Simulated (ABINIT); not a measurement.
# How the form of the self-energy moves the gap of Sr2FeH6 (Fm-3m)

How much does the gap of Sr2FeH6 (Fm-3m) depend on the approximation to the self-energy?

Program: ABINIT 10.8.3. Level of theory: LDA and many-body steps on it, plane waves. Results are calculated unless marked as measured.

## Step 1: Set-up

Symmetry: Fm-3m, No. 225, cubic system. Conventional cell: a = 7.415 Å, b = 7.415 Å, c = 7.415 Å, α = 90.00°, β = 90.00°, γ = 90.00°. Nearest to Sr lie 12 H at 2.63 Å. Nearest to Fe lie 6 H at 1.61 Å. H has 1 Fe at 1.61 Å and 4 H at 2.28 Å and 4 Sr at 2.63 Å nearest. Farther neighbours are not listed.

The cell and positions are those that the Materials Project relaxed with its own functionals (PBE, PBE+U or r2SCAN), kept fixed.

## Step 2: Empty states on the mesh, 2×2×2 mesh, 204 bands

This step: ABINIT 10.8.3; DFT, LDA, plane waves, norm-conserving pseudopotentials.

The sums over transitions need many empty states on a uniform mesh; this step solves for them.

Input file run.abi:

```
acell 3*1.0 Angstrom
rprim 
  -0.000000000000 3.707652250000 3.707652250000
  3.707652250000 -0.000000000000 3.707652250000
  3.707652250000 3.707652250000 -0.000000000000
ntypat 3
znucl 38 26 1
natom 9
typat 1 1 2 3 3 3 3 3 3
xred 
  0.750000000000 0.750000000000 0.750000000000
  0.250000000000 0.250000000000 0.250000000000
  0.000000000000 0.000000000000 0.000000000000
  0.782457990000 0.782457990000 0.217542010000
  0.217542010000 0.782457990000 0.217542010000
  0.782457990000 0.217542010000 0.217542010000
  0.217542010000 0.217542010000 0.782457990000
  0.782457990000 0.217542010000 0.782457990000
  0.217542010000 0.782457990000 0.782457990000
pp_dirpath "pseudos"
pseudos "Sr.upf, Fe.upf, H.upf"
ecut 39
ngkpt 2 2 2
nshiftk 1
shiftk 0 0 0
kptopt 1
chksymbreak 0
iscf -2
irdden 1
istwfk *1
nband 204
nbdbuf 18
tolwfr 1e-09
nstep 60
prtvol 0
indata_prefix "in"
outdata_prefix "out"
tmpdata_prefix "tmp"
```

On the command line:

```bash
$ OMP_NUM_THREADS=1 mpirun -n 4 abinit run.abi > log
```

Numbers of over 12 decimals in the logs are rounded to 6 here.

Log:

```text
.Version 10.8.3 of ABINIT. v10.8.2 released Aug 2026.

 Symmetries : space group Fm -3 m (#225); Bravais cF (face-center cubic)
[... echo of the input left out ...]
== DATASET  1 ==================================================================
-   mpi_nproc: 4, omp_nthreads: 1 (-1 if OMP is not activated)
-    --> not optimal distribution: autoparal keyword recommended in input file <--

--- !DatasetInfo
iteration_state: {dtset: 1, }
dimensions: {natom: 9, nkpt: 3, mband: 204, nsppol: 1, nspinor: 1, nspden: 1, mpw: 8026, }
cutoff_energies: {ecut:  39.0, pawecutdg:  -1.0, }
[...]
2.79784    2.80073    2.80073    2.80073    2.86902    2.86902    2.86902    2.88861
   2.88861    2.88861    2.88957    2.96752    2.97947    2.97953    3.00281    3.00282
   3.00294    3.04471    3.04650    3.04942
 prteigrs : prtvol=0 or 1, do not print more k-points.

== END DATASET(S) ==============================================================
================================================================================

 -outvars: echo values of variables after computation  --------
            nband         204
             nkpt           3
          spgroup         225
 [... the other variables as echoed above ...]

 Calculation completed.
```

Run time: 77 s. Hardware: 4 MPI ranks of Arm Neoverse V1, shared host; peak memory 0.5 GiB; 5.1 min of CPU time.

Numbers from this step:

| Quantity | Value |
| --- | --- |
| gap | 1.014 eV |
| k of the valence top | 0, 0, 0 |
| k of the conduction bottom | 0.5, 0.5, 0 |
| least direct gap | 1.079 eV |
| k points computed | 3 |
| lowest point of the top converged band, above the valence top | 69.9588 eV |

On this mesh the gap is 1.014 eV.

The density comes from a self-consistent run that is not shown.

## Step 3: Screening, 2×2×2 mesh, 88 bands, screening to 114.3 eV

The RPA dielectric matrix is built and inverted for each q.

This step: RPA screening on LDA, plane waves, norm-conserving pseudopotentials.

run.abi, as its differences from that of step 2:

```diff
@@ -27,10 +27,11 @@
 chksymbreak 0
-iscf -2
-irdden 1
 istwfk *1
-nband 204
-nbdbuf 18
-tolwfr 1e-09
-nstep 60
-prtvol 0
+occopt 1
+irdwfk 1
+optdriver 3
+nband 88
+ecuteps 4.2
+inclvkb 2
+awtr 1
+symchi 1
 indata_prefix "in"
```

Log:

```text
.Version 10.8.3 of ABINIT. v10.8.2 released Aug 2026.

 Symmetries : space group Fm -3 m (#225); Bravais cF (face-center cubic)
[... echo of the input left out ...]
== DATASET  1 ==================================================================
-   mpi_nproc: 4, omp_nthreads: 1 (-1 if OMP is not activated)

--- !DatasetInfo
iteration_state: {dtset: 1, }
dimensions: {natom: 9, nkpt: 3, mband: 88, nsppol: 1, nspinor: 1, nspden: 1, mpw: 8026, }
cutoff_energies: {ecut:  39.0, pawecutdg:  -1.0, }
electrons: {nelect:   4.20000000E+01, charge:   0.00000000E+00, occopt:   1.00000000E+00, tsmear:   1.00000000E-02, }

 SCREENING: Calculation of the susceptibility and dielectric matrices

 Based on a program developped by R.W. Godby, V. Olevano, G. Onida, and L. Reining.
 Incorporated in ABINIT by V. Olevano, G.-M. Rignanese, and M. Torrent.
.Using double precision arithmetic ; gwpc =  8

[... cell and pseudopotentials left out ...]
--------------------------------------------------------------------------------

 ==== K-mesh for the wavefunctions ====
 Number of points in the irreducible wedge :     3
[... list of points left out ...]
 Together with 48 symmetry operations and time-reversal symmetry
 yields     8 points in the full Brillouin Zone.

 ==== Q-mesh for the screening function ====
 Number of points in the irreducible wedge :     3
[... list of points left out ...]
 Together with 48 symmetry operations and time-reversal symmetry
 yields     8 points in the full Brillouin Zone.

 setmesh: FFT mesh size selected  =    40x   40x   40
          total number of points  =        64000

 vcoul_init : cutoff-mode = AUXILIARY_FUNCTION
 q-points for optical limit:   1
     1)      0.000010    0.000020    0.000030

- screening: taking advantage of time-reversal symmetry
- Maximum band index for partially occupied states nbvw = 21
- Remaining bands to be divided among processors   nbcw = 67
- Number of bands treated by each node ~16

 Number of electrons calculated from density =   42.0000; Expected =   42.0000
 average of density, n =  0.061056
 r_s =    1.5754
 omega_plasma =   23.8352 [eV]

 calculating chi0 at frequencies [eV] :
  1    0.000000E+00    0.000000E+00
  2    0.000000E+00    2.383518E+01

--------------------------------------------------------------------------------
  q-point number  1        q = ( 0.000000, 0.000000, 0.000000) [r.l.u.]
--------------------------------------------------------------------------------
[... chi0 elements left out ...]
 For q-point:  0.000010 0.000020 0.000030
  dielectric constant =   4.6623
  dielectric constant without local fields =   5.5301

  Average fulfillment of the sum rule on Im[epsilon] for q-point    1 :     52.32  [%]
[... wings left out ...]
  q-point number  2        q = ( 0.500000, 0.000000, 0.000000) [r.l.u.]
--------------------------------------------------------------------------------
[... chi0 elements left out ...]
  Average fulfillment of the sum rule on Im[epsilon] for q-point    2 :     59.31  [%]

 [... 1 further q-points ...]
```

Run time: 13 s. Hardware: 4 MPI ranks; peak memory 1.2 GiB; 51 s of CPU time.

This step gave:

| Property | Result |
| --- | --- |
| ε∞ with local fields, on this mesh, along the program's q direction | 4.662 |
| the same without local fields | 5.530 |
| plasma frequency | 23.84 eV |
| plane waves in the screening matrix | 283 |

Local fields lower ε∞ by 16 %. On a Γ-centred mesh this coarse the value itself is usually too large, while a short band sum pulls it down.

## Step 4: G0W0, Godby-Needs plasmon pole

The self-energy is evaluated for the states that the input lists, and the levels follow from it, in one-shot runs by the linearised quasiparticle equation.

This step: G0W0 on LDA, plane waves, norm-conserving pseudopotentials.

run.abi, as its differences from that of step 3:

```diff
@@ -30,8 +30,17 @@
 irdwfk 1
-optdriver 3
+optdriver 4
 nband 88
+gwcalctyp 0
+ecutsigx 39
+symsigma 1
+nkptgw 2
+kptgw 
+  0.0000000000 0.0000000000 0.0000000000
+  0.5000000000 0.5000000000 0.0000000000
+bdgw 
+  19 23
+  20 23
 ecuteps 4.2
-inclvkb 2
-awtr 1
-symchi 1
+irdscr 1
+ppmodel 1
 indata_prefix "in"
```

Log:

```text
.Version 10.8.3 of ABINIT. v10.8.2 released Aug 2026.

 Symmetries : space group Fm -3 m (#225); Bravais cF (face-center cubic)
[... echo of the input left out ...]
== DATASET  1 ==================================================================
-   mpi_nproc: 4, omp_nthreads: 1 (-1 if OMP is not activated)

--- !DatasetInfo
iteration_state: {dtset: 1, }
dimensions: {natom: 9, nkpt: 3, mband: 88, nsppol: 1, nspinor: 1, nspden: 1, mpw: 8026, }
cutoff_energies: {ecut:  39.0, pawecutdg:  -1.0, }
electrons: {nelect:   4.20000000E+01, charge:   0.00000000E+00, occopt:   1.00000000E+00, tsmear:   1.00000000E-02, }

 SIGMA: Calculation of the GW corrections

 Based on a program developped by R.W. Godby, V. Olevano, G. Onida, and L. Reining.
 Incorporated in ABINIT by V. Olevano, G.-M. Rignanese, and M. Torrent.
.Using double precision arithmetic ; gwpc =  8

[... cell and pseudopotentials left out ...]
--------------------------------------------------------------------------------

 ==== K-mesh for the wavefunctions ====
 Number of points in the irreducible wedge :     3
[... list of points left out ...]
 Together with 48 symmetry operations and time-reversal symmetry
 yields     8 points in the full Brillouin Zone.

 ==== Q-mesh for screening function ====
 Number of points in the irreducible wedge :     3
[... list of points left out ...]
 Together with 48 symmetry operations and time-reversal symmetry
 yields     8 points in the full Brillouin Zone.

 vcoul_init : cutoff-mode = AUXILIARY_FUNCTION
 q-points for optical limit:   1
     1)      0.000010    0.000020    0.000030
 setmesh: FFT mesh size selected  =    60x   60x   60
          total number of points  =       216000

 Number of electrons calculated from density =   42.0000; Expected =   42.0000
 average of density, n =  0.061056
 r_s =    1.5754
 omega_plasma =   23.8352 [eV]

 === KS Band Gaps ===
  >>>> For spin  1
   Minimum direct gap =   1.0790 [eV], located at k-point      :   0.5000  0.5000  0.0000
   Fundamental gap    =   1.0135 [eV], Top of valence bands at :   0.0000  0.0000  0.0000
                                       Bottom of conduction at :   0.5000  0.5000  0.0000
 SIGMA fundamental parameters:
 PLASMON POLE MODEL  1
 number of plane-waves for SigmaX                 7943
 number of plane-waves for SigmaC and W            283
 number of plane-waves for wavefunctions          7943
 number of bands                                    88
 number of independent spin polarizations            1
 number of spinorial components                      1
 number of k-points in IBZ                           3
 number of q-points in IBZ                           3
 number of symmetry operations                      48
 number of k-points in BZ                            8
 number of q-points in BZ                            8
 number of frequencies for dSigma/dE                 9
 frequency step for dSigma/dE [eV]                0.25
 number of omega for Sigma on real axis              0
 max omega for Sigma on real axis  [eV]           0.00
 zcut for avoiding poles [eV]                     0.10

 EPSILON^-1 parameters (SCR file):
 dimension of the eps^-1 matrix on file            283
 dimension of the eps^-1 matrix used               283
 number of plane-waves for wavefunctions          7943
 number of bands                                    88
 number of q-points in IBZ                           3
 number of frequencies                               2
 number of real frequencies                          1
 number of imag frequencies                          1

 matrix elements of self-energy operator (all in [eV])

 Perturbative Calculation

--- !SelfEnergy_ee
iteration_state: {dtset: 1, }
kpoint     : [   0.000,    0.000,    0.000, ]
spin       : 1
KS_gap     :    2.293
QP_gap     :    3.500
Delta_QP_KS:    1.206
data: !SigmaeeData |
     Band     E0 <VxcDFT>   SigX SigC(E0)      Z dSigC/dE  Sig(E)    E-E0       E
       19   5.329 -24.608 -29.434   5.757   0.715  -0.399 -23.943   0.665   5.995
       20   5.329 -24.608 -29.434   5.757   0.715  -0.399 -23.943   0.665   5.995
       21   5.329 -24.608 -29.434   5.757   0.715  -0.399 -23.943   0.665   5.995
       22   7.623 -18.554 -12.064  -4.089   0.779  -0.283 -16.683   1.871   9.494
       23   7.623 -18.554 -12.064  -4.089   0.779  -0.283 -16.683   1.871   9.494

--- !SelfEnergy_ee
iteration_state: {dtset: 1, }
kpoint     : [   0.500,    0.500,    0.000, ]
spin       : 1
KS_gap     :    1.079
QP_gap     :    2.112
Delta_QP_KS:    1.033
data: !SigmaeeData |
     Band     E0 <VxcDFT>   SigX SigC(E0)      Z dSigC/dE  Sig(E)    E-E0       E
       20   5.264 -24.302 -29.049   5.692   0.715  -0.400 -23.626   0.676   5.940
       21   5.264 -24.302 -29.049   5.692   0.715  -0.400 -23.626   0.676   5.940
       22   6.343 -19.239 -13.444  -3.586   0.773  -0.293 -17.531   1.708   8.051
       23   7.931 -10.330  -4.881  -3.545   0.834  -0.199  -8.742   1.588   9.519

== END DATASET(S) ==============================================================
================================================================================

 -outvars: echo values of variables after computation  --------
           etotal      0.0000000000E+00
            nband          88
             nkpt           3
          spgroup         225
 [... the other variables as echoed above ...]

 Calculation completed.
```

Elapsed: 7 s, on 4 MPI ranks; peak memory 1 GiB; 28 s of CPU time.

Numbers from this step:

```yaml
g0w0_gap_on_the_points_computed: 2.056 eV
starting_gap_on_the_mesh: 1.014 eV
k_of_the_valence_top: 0, 0, 0
k_of_the_conduction_bottom: 0.5, 0.5, 0
z_at_the_valence_top: 0.715
z_at_the_conduction_bottom: 0.773
least_direct_g0w0_gap_on_the_computed_points: 2.111 eV
```

The gap on the mesh goes from 1.01 eV to 2.06 eV, a correction of +1.04 eV.

## Step 5: G0W0, von der Linden-Horsch plasmon pole

run.abi, as its differences from that of step 4:

```diff
@@ -44,3 +44,3 @@
 irdscr 1
-ppmodel 1
+ppmodel 3
 indata_prefix "in"
```

Log:

```text
.Version 10.8.3 of ABINIT. v10.8.2 released Aug 2026.

 Symmetries : space group Fm -3 m (#225); Bravais cF (face-center cubic)
[... echo of the input left out ...]
== DATASET  1 ==================================================================
-   mpi_nproc: 4, omp_nthreads: 1 (-1 if OMP is not activated)

--- !DatasetInfo
iteration_state: {dtset: 1, }
dimensions: {natom: 9, nkpt: 3, mband: 88, nsppol: 1, nspinor: 1, nspden: 1, mpw: 8026, }
cutoff_energies: {ecut:  39.0, pawecutdg:  -1.0, }
electrons: {nelect:   4.20000000E+01, charge:   0.00000000E+00, occopt:   1.00000000E+00, tsmear:   1.00000000E-02, }

 SIGMA: Calculation of the GW corrections

 Based on a program developped by R.W. Godby, V. Olevano, G. Onida, and L. Reining.
 Incorporated in ABINIT by V. Olevano, G.-M. Rignanese, and M. Torrent.
.Using double precision arithmetic ; gwpc =  8

[... cell and pseudopotentials left out ...]
--------------------------------------------------------------------------------

 ==== K-mesh for the wavefunctions ====
 Number of points in the irreducible wedge :     3
[... list of points left out ...]
 Together with 48 symmetry operations and time-reversal symmetry
 yields     8 points in the full Brillouin Zone.

 ==== Q-mesh for screening function ====
 Number of points in the irreducible wedge :     3
[... list of points left out ...]
 Together with 48 symmetry operations and time-reversal symmetry
 yields     8 points in the full Brillouin Zone.

 vcoul_init : cutoff-mode = AUXILIARY_FUNCTION
 q-points for optical limit:   1
     1)      0.000010    0.000020    0.000030
 setmesh: FFT mesh size selected  =    60x   60x   60
          total number of points  =       216000

 Number of electrons calculated from density =   42.0000; Expected =   42.0000
[...]
number of omega for Sigma on real axis              0
 max omega for Sigma on real axis  [eV]           0.00
 zcut for avoiding poles [eV]                     0.10

 EPSILON^-1 parameters (SCR file):
 dimension of the eps^-1 matrix on file            283
 dimension of the eps^-1 matrix used               283
 number of plane-waves for wavefunctions          7943
 number of bands                                    88
 number of q-points in IBZ                           3
 number of frequencies                               2
 number of real frequencies                          1
 number of imag frequencies                          1

 matrix elements of self-energy operator (all in [eV])

 Perturbative Calculation

--- !SelfEnergy_ee
iteration_state: {dtset: 1, }
kpoint     : [   0.000,    0.000,    0.000, ]
spin       : 1
KS_gap     :    2.293
QP_gap     :    3.621
Delta_QP_KS:    1.327
data: !SigmaeeData |
     Band     E0 <VxcDFT>   SigX SigC(E0)      Z dSigC/dE  Sig(E)    E-E0       E
       19   5.329 -24.608 -29.434   5.630   0.839  -0.192 -23.934   0.674   6.004
       20   5.329 -24.608 -29.434   5.630   0.839  -0.192 -23.934   0.674   6.004
       21   5.329 -24.608 -29.434   5.630   0.839  -0.192 -23.934   0.674   6.004
[...]
--- !SelfEnergy_ee
iteration_state: {dtset: 1, }
kpoint     : [   0.500,    0.500,    0.000, ]
spin       : 1
KS_gap     :    1.079
QP_gap     :    2.202
Delta_QP_KS:    1.123
data: !SigmaeeData |
     Band     E0 <VxcDFT>   SigX SigC(E0)      Z dSigC/dE  Sig(E)    E-E0       E
[...]
22   6.343 -19.239 -13.444  -3.704   0.859  -0.164 -17.443   1.796   8.139
       23   7.931 -10.330  -4.881  -3.800   0.884  -0.131  -8.873   1.456   9.388

== END DATASET(S) ==============================================================
================================================================================

 -outvars: echo values of variables after computation  --------
           etotal      0.0000000000E+00
            nband          88
             nkpt           3
          spgroup         225
 [... the other variables as echoed above ...]

 Calculation completed.
```

Elapsed: 5.4 s, on 4 MPI ranks; peak memory 0.91 GiB.

Numbers from this step:

```
G0W0 gap on the points computed              : 2.135 eV
starting gap on the mesh                     : 1.014 eV
k of the valence top                         : 0, 0, 0
k of the conduction bottom                   : 0.5, 0.5, 0
Z at the valence top                         : 0.839
Z at the conduction bottom                   : 0.859
least direct G0W0 gap on the computed points : 2.202 eV
```

Against G0W0 in ABINIT (2×2×2 mesh, 88 bands, screening to 114.3 eV, Godby-Needs plasmon pole), the gap moves by +0.079 eV.

## Step 6: G0W0, Hybertsen-Louie plasmon pole

run.abi, as its differences from that of step 5:

```diff
@@ -44,3 +44,3 @@
 irdscr 1
-ppmodel 3
+ppmodel 2
 indata_prefix "in"
```

Log:

```text
.Version 10.8.3 of ABINIT. v10.8.2 released Aug 2026.

 Symmetries : space group Fm -3 m (#225); Bravais cF (face-center cubic)
[... echo of the input left out ...]
== DATASET  1 ==================================================================
-   mpi_nproc: 4, omp_nthreads: 1 (-1 if OMP is not activated)

--- !DatasetInfo
iteration_state: {dtset: 1, }
dimensions: {natom: 9, nkpt: 3, mband: 88, nsppol: 1, nspinor: 1, nspden: 1, mpw: 8026, }
cutoff_energies: {ecut:  39.0, pawecutdg:  -1.0, }
[...]
Band     E0 <VxcDFT>   SigX SigC(E0)      Z dSigC/dE  Sig(E)    E-E0       E
[...]
22   6.343 -19.239 -13.444  -3.280   0.849  -0.177 -17.103   2.136   8.479
       23   7.931 -10.330  -4.881  -3.950   0.870  -0.149  -9.025   1.304   9.235

== END DATASET(S) ==============================================================
================================================================================

 -outvars: echo values of variables after computation  --------
           etotal      0.0000000000E+00
            nband          88
             nkpt           3
          spgroup         225
 [... the other variables as echoed above ...]

 Calculation completed.
```

It took 6.9 s on 4 MPI ranks; peak memory 1 GiB; 27 s of CPU time.

Numbers from this step:

- G0W0 gap on the points computed: 2.739 eV
- starting gap on the mesh: 1.014 eV
- k of the valence top: 0, 0, 0
- k of the conduction bottom: 0.5, 0.5, 0
- least direct G0W0 gap on the computed points: 2.799 eV

Against G0W0 in ABINIT (2×2×2 mesh, 88 bands, screening to 114.3 eV, Godby-Needs plasmon pole), the gap moves by +0.683 eV.

(Part 1 of 2 ends here.)

[Paths, hosts, dates, memory and timing lines, banners, echoed tables and standing remarks are left out of the program output.]

[Logs are printed without paths, hosts, clocks, repeated set-up lines and the standing remarks that a program may print on its own settings, such as how far it seeks lower states.]

[Runs of the session that timed out or met a known fault of the program may be left out.]

[Hosts, paths, dates, database ids (printed as entryN), source tags and the programs' standing remarks are cut or masked in the printed files.]

[G0W0 gaps are taken among the corrected bands and points alone; a level outside them can change the order at an edge.]

[Where Ansatz stands beside ABINIT at settings called matched, ABINIT's density can come from a denser mesh and the files from another edition; pairs whose starting gaps differed by over 0.03 eV were left out, so agreement reads better than it is.]
